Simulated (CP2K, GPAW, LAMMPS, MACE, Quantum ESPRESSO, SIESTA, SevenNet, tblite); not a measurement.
# Amorphous Cd8Zn24Te9S23 (64 atoms) in GPAW, part 2 of 2

Wanted: GPAW inputs and outputs for amorphous Cd8Zn24Te9S23 (64 atoms), checked against a plane-wave reference.

Program: GPAW 26.7.0; the method stands at each step. Banners, paths, timers and routine set-up lines are dropped from the logs unmarked, and long logs keep their key lines alone; longer cuts are marked.

So far. Step 4 (PBE, grid h 0.18 Å): Against the first run (10 %), the force difference from the reference is 4.8 %, at 15 times the CPU time (on 4 against 1 cores) (43 SCF steps against 15). Step 5 (PBE, LCAO dzp, h 0.2 Å, other mixer settings): Against the first run (10 %), the force difference from the reference is 9.8 %, at 1.4 times the CPU time (22 SCF steps against 15): another solver or mixer reaches the same state.

**6. PBE, LCAO dzp, h 0.25 Å**

Method: Kohn-Sham DFT, PBE, PAW, atomic orbitals (dzp).

Contents of run.py:

```python
import numpy as np
from ase.io import read
from gpaw import GPAW, FermiDirac

atoms = read("structure.xyz")
atoms.calc = GPAW(
    mode="lcao",
    basis="dzp",
    h=0.25,
    xc="PBE",
    kpts={"size": (1, 1, 1), "gamma": True},
    occupations=FermiDirac(0.05),
    maxiter=200,
    symmetry={"point_group": False},
    txt="gpaw.txt",
)
energy = atoms.get_potential_energy(force_consistent=True)
forces = atoms.get_forces()
print(f"energy {energy:.6f} eV")
print("forces (eV/A)")
for i, (a, f) in enumerate(zip(atoms, forces)):
    print(f"{i:4d} {a.symbol:2s} {f[0]:10.5f} {f[1]:10.5f} {f[2]:10.5f}")
print(f"Fermi level {atoms.calc.get_fermi_level():.4f} eV")
for k in range(len(atoms.calc.get_ibz_k_points())):
    for s in range(atoms.calc.get_number_of_spins()):
        e = atoms.calc.get_eigenvalues(kpt=k, spin=s)
        n = np.searchsorted(e, atoms.calc.get_fermi_level())
        print(f"k {k} spin {s} levels about the Fermi level:", np.round(e[max(n - 6, 0):n], 4).tolist(), "|", np.round(e[n:n + 6], 4).tolist())
```

Contents of structure.xyz:

```xyz
64
Lattice="11.62280 0.00000 0.00000 0.00000 11.62280 0.00000 0.00000 0.00000 11.62280" Properties=species:S:1:pos:R:3 pbc="T T T"
[... 64 atom lines left out: the same atoms as in the first run ...]
```

Run with:

```console
$ OMP_NUM_THREADS=1 python run.py > output.txt
```

Output:

```text
energy -158.042228 eV
forces (eV/A)
   0 Cd    0.01378   -0.16014   -0.32302
   1 Cd    0.17986   -0.16779   -0.41063
   2 Cd    0.19403   -0.16800   -0.18662
   3 Cd   -0.36387    0.04397   -0.22897
   4 Cd   -1.01923   -0.04571    1.10671
   5 Cd    0.05311   -0.52713    0.08860
   6 Cd    0.69966   -0.00116   -0.22971
   7 Cd   -0.30313    0.35595    0.37601
   8 Zn    0.07624    0.47780    0.41977
   9 Zn    0.04488    0.57571   -0.17804
  10 Zn    0.17535    0.52975   -0.08148
  11 Zn    0.21806   -0.57650    0.30388
  12 Zn   -0.20160    0.23908    0.39350
  13 Zn   -0.38038    0.54663    0.12484
  14 Zn   -0.00691   -0.13794   -0.12344
  15 Zn   -0.18902   -0.31416   -0.37440
  16 Zn   -0.12594    0.62852    0.01683
  17 Zn   -0.26775   -0.02837   -0.13915
  18 Zn    0.36599    0.19827    0.15725
  19 Zn   -0.11784   -0.15806   -0.60940
  20 Zn   -0.26588   -0.16240    0.49088
  21 Zn    0.00868   -0.08253   -0.00387
  22 Zn   -0.26621    0.42987    0.54448
  23 Zn    0.06911   -0.04822   -0.05861
[...]
56 S    -0.50266   -0.63280    0.73634
  57 S     0.25831   -0.07987   -0.06158
  58 S     0.34596    0.67586    0.21359
  59 S     0.20085    0.52566   -0.58668
  60 S     0.13718    0.19238   -1.50840
  61 S    -0.16492   -0.55949   -0.43176
  62 S    -0.30453    0.08620    0.26442
  63 S    -0.32742    0.03612   -0.31285
Fermi level 4.5993 eV
k 0 spin 0 levels about the Fermi level: [3.7141, 3.8321, 4.0222, 4.3117, 4.483, 4.5569] | [4.6422, 4.7139, 4.8996, 4.9781, 5.1155, 5.1913]
```

gpaw.txt:

```text
Input parameters:
  mode=LCAO(),
  basis={'default': 'dzp'},
  h=0.25,
  kpts=MonkhorstPack(size=(1, 1, 1), gamma=True),
  maxiter=200,
  occupations=Occupations(name='fermi-dirac', width=0.05, fixmagmom=False),
  symmetry=Symmetry(point_group=False),
  xc=XC(name='PBE')
Unit cell  # Å
| periodic |         x |         y |         z |   lengths |    angles |
[... lines left out ...]
  Fermi-Dirac:
[... lines left out ...]
convergence criteria:
- Maximum [total energy] change in last 3 cyles: 0.0005 eV / valence electron
[... lines left out ...]
Converged in 15 steps
[... lines left out ...]
  Free energy:    -158.042228
  Extrapolated:   -157.948714
dipole moment: (-37.509880, -12.195061, 105.633580)  # |e|*Ang
Fermi level: 4.599
Eigenvalues  # (at kpt = [0.000, 0.000, 0.000])
| band index |      eig [eV] | occ [0-2] |
|------------|---------------|-----------|
|          0 |        -9.647 |     2.000 |
|        ... |               |           |
|        280 |         3.394 |     2.000 |
|        281 |         3.643 |     2.000 |
[...]
|        295 |         5.637 |     0.000 |
|        ... |               |           |
|        349 |         9.405 |     0.000 |
Gap: 0.085 eV
Transition (v -> c):
  (s=0, k=0, n=287, [0.00, 0.00, 0.00]) -> (s=0, k=0, n=288, [0.00, 0.00, 0.00])
No difference between direct/indirect transitions
Force computation time: 24.014  # s
timing:  # [seconds]
  Total:  173.172  # ━━━━━━━━━━━━━━━━━━━━━━━━━━━━━━━━━━━━━━━━━━━━━━━━━━━━━━━━
  Init:    10.735  # ━━━╸
  SCF:    138.386  # ━━━━━━━━━━━━━━━━━━━━━━━━━━━━━━━━━━━━━━━━━━━━━
  Forces:  24.015  # ━━━━━━━━
```

The job ended after 2.9 min (1 thread of Arm Neoverse V1, shared host; peak memory 1 GiB).

Against the reference:

| Item | Value |
| --- | --- |
| r.m.s. force component | 0.4688 eV/Å |
| r.m.s. difference of force components | 45.68 meV/Å |
| longest difference of force vectors | 210.9 meV/Å |
| force difference over r.m.s. force | 10.06 % |
| slope of forces against the reference's | 1.028 |
| correlation of force components | 0.9956 |
| energy less the same-level run's | 53.2 meV/atom |
| r.m.s. force difference from the same-level run | 25.79 meV/Å |

This is a coarse setting, run to see what it loses.

Against the first run (10 %), the force difference from the reference is 10 %, at 0.62 times the CPU time.

**7. The ladder**

Differences are against the plane-wave reference, forces as r.m.s. over components; share is that over the reference's r.m.s. force, slope the least-squares factor from reference forces to these. Total energies of different programs have different zeros and aren't compared.

```csv
run,"Δ force, r.m.s. (meV/Å)",share (%),slope,cores,CPU time,memory (GiB)
reference,-,-,-,4,38 min,5.3
"GPAW PBE, LCAO dzp, h 0.2 Å",45.5,10.0,1.021,1,4.7 min,1.8
"GPAW PBE, LCAO szp(dzp), h 0.2 Å (coarse)",69.7,15.4,1.031,1,3.4 min,1.7
"GPAW PBE, grid h 0.18 Å",21.7,4.78,0.996,4,72 min,5.0
"GPAW PBE, LCAO dzp, h 0.2 Å, other mixer settings",44.6,9.83,1.020,1,6.7 min,1.7
"GPAW PBE, LCAO dzp, h 0.25 Å (coarse)",45.7,10.1,1.028,1,2.9 min,1.0
```

Rows marked coarse were listed beforehand as settings not expected to be converged; some can still land near the reference.

CPU time is summed over cores on a shared host, where runs went side by side, so it is rough. Symmetry, cutoffs, thresholds, outputs and thread counts weren't matched or tuned between programs; memory under MPI is the largest rank's times the ranks.

Within one program, basis, potentials and functional, energies share a zero. Each run against its twin at the usual cutoff or grid and solver:

```csv
run,twin,Δ energy (meV/atom),"Δ force, r.m.s. (meV/Å)",CPU time over the twin's
"GPAW PBE, LCAO dzp, h 0.2 Å, other mixer settings","LCAO dzp, h 0.2 Å",1.0e-4,3.15,1.4
"GPAW PBE, LCAO dzp, h 0.25 Å","LCAO dzp, h 0.2 Å",53.2,25.8,0.62
```

**8. Outcome**

```yaml
nearest_in_forces: GPAW PBE, grid h 0.18 Å, 4.8 %
its_cpu_time: 72 min
```

PBE on plane waves or a grid with other potentials, cutoffs or grids, coarse settings apart, differs from the reference by 4.8 % (GPAW PBE, grid h 0.18 Å) of the r.m.s. force; this holds the reference's own error, so differences of a few per cent don't tell which side is nearer the exact PBE result. The PBE runs in local orbitals, coarse settings apart, differ by 9.8 % (GPAW PBE, LCAO dzp, h 0.2 Å, other mixer settings) to 10 % (GPAW PBE, LCAO dzp, h 0.2 Å); basis, grid and potentials can all enter. Runs with settings chosen to be coarse differ by 10 % (GPAW PBE, LCAO dzp, h 0.25 Å) to 15 % (GPAW PBE, LCAO szp(dzp), h 0.2 Å), their programs' other errors included. Of the electronic-structure runs that take under half the reference's CPU time, GPAW PBE, LCAO dzp, h 0.2 Å, other mixer settings is among the nearest, at 9.8 % in 6.7 min against 38 min. The potentials hold different valence shells: 768 electrons in the reference, 576 in GPAW; this bears on time and differences. The quench rate of 100 K/ps is many orders above laboratory rates, so the cell is likely richer in defects and strain than a real sample. The network of bonds at the start is that of the classical potential that made the cell, and needn't be the one that DFT or experiment would give. The electronic-structure runs sample only Γ, in a cell whose shortest periodic width is 12 Å, which is coarse for a cell with partly filled levels. Spin–orbit coupling is left out, which matters for the levels of the heavy elements.

[Also dropped from logs without a mark: logging warnings of Python, and SIESTA's first energy breakdown and zero terms.]

[Logs are printed without paths, hosts, clocks, repeated set-up lines and the standing remarks that a program may print on its own settings, such as how far it seeks lower states.]

[Hosts, paths, dates, database ids (printed as entryN), source tags and the programs' standing remarks are cut or masked in the printed files.]
